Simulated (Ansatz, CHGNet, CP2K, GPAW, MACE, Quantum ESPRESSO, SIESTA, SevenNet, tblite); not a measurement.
**Other levels on random packing of 40Si3N4-60SiO2 (mol %) (92 atoms)**

Density of this cell: 2.56 g/cm³. The cell holds 92 atoms: 36 Si, 32 N and 24 O. Its edges and angles: a = 10.618 Å, b = 10.618 Å, c = 10.618 Å, α = 90.0°, β = 90.0°, γ = 90.0°. 92 atoms (36 Si, 32 N, 24 O) packed at random in a cube at 2.56 g/cm³ and pushed apart as soft spheres, cations and anions kept from their own kind; a start for melting by ab initio MD, not an equilibrated structure. Then every atom was moved at random, 0.05 Å r.m.s. a Cartesian component.

Geometry: as built.

The reference, a calculation:

```
method                 : Kohn-Sham DFT, PBE, PAW, plane waves (Ansatz 0.2.0); cutoff 420 eV, Γ point, fermi-dirac smearing of 0.05 eV; PAW set soft_2
r.m.s. force component : 1.615 eV/Å
longest force          : 5.308 eV/Å
pressure               : -13.61 GPa
SCF cycles             : 12
time                   : 16 s on 4 threads of Arm Neoverse V1, shared host
CPU time               : 61 s
```

Runs, in no order:
A. QE PBE, sssp-1.3.0-efficiency, 60/480 Ry: Kohn-Sham DFT, PBE, SSSP efficiency 1.3.0 pseudopotentials, plane waves
B. QE PBE, gbrv-1.5, 40/200 Ry: Kohn-Sham DFT, PBE, GBRV 1.5 ultrasoft pseudopotentials, plane waves
C. CP2K PBE, DZVP-MOLOPT-SR, 600/50 Ry, diagonalisation: Kohn-Sham DFT, PBE, GTH-PBE pseudopotentials, Gaussian and plane waves, DZVP-MOLOPT-SR-GTH, diagonalisation
D. MACE MPA-0 medium potential: machine-learned interatomic potential MACE MPA-0 medium, trained on PBE(+U) plane-wave data
E. SIESTA PBE, DZP, shift 0.01 Ry, mesh 100 Ry: Kohn-Sham DFT, PBE, PseudoDojo 0.4.1 norm-conserving pseudopotentials (converted to PSML), numerical atomic orbitals (DZP), diagonalisation

Q: Order them from the smallest to the largest r.m.s. force difference.

B, A, C, E, D.

```
                                                    run  Δ force, r.m.s. (meV/Å)  share of r.m.s. force (%)  CPU time
                         B. QE PBE, gbrv-1.5, 40/200 Ry                     7.70                      0.476    18 min
            A. QE PBE, sssp-1.3.0-efficiency, 60/480 Ry                     17.6                       1.09    39 min
C. CP2K PBE, DZVP-MOLOPT-SR, 600/50 Ry, diagonalisation                     70.5                       4.37    13 min
         E. SIESTA PBE, DZP, shift 0.01 Ry, mesh 100 Ry                      241                       14.9   2.7 min
                         D. MACE MPA-0 medium potential                      468                       29.0       9 s
```

Machine-learned potentials mimic data converged in k, so the reference's own k-point error enters their differences. The electronic-structure runs sample only Γ, in a cell whose shortest periodic width is 11 Å, which is coarse for a cell with partly filled levels.

[Logs are printed without paths, hosts, clocks, repeated set-up lines and the standing remarks that a program may print on its own settings, such as how far it seeks lower states.]

[Hosts, paths, dates, database ids (printed as entryN), source tags and the programs' standing remarks are cut or masked in the printed files.]
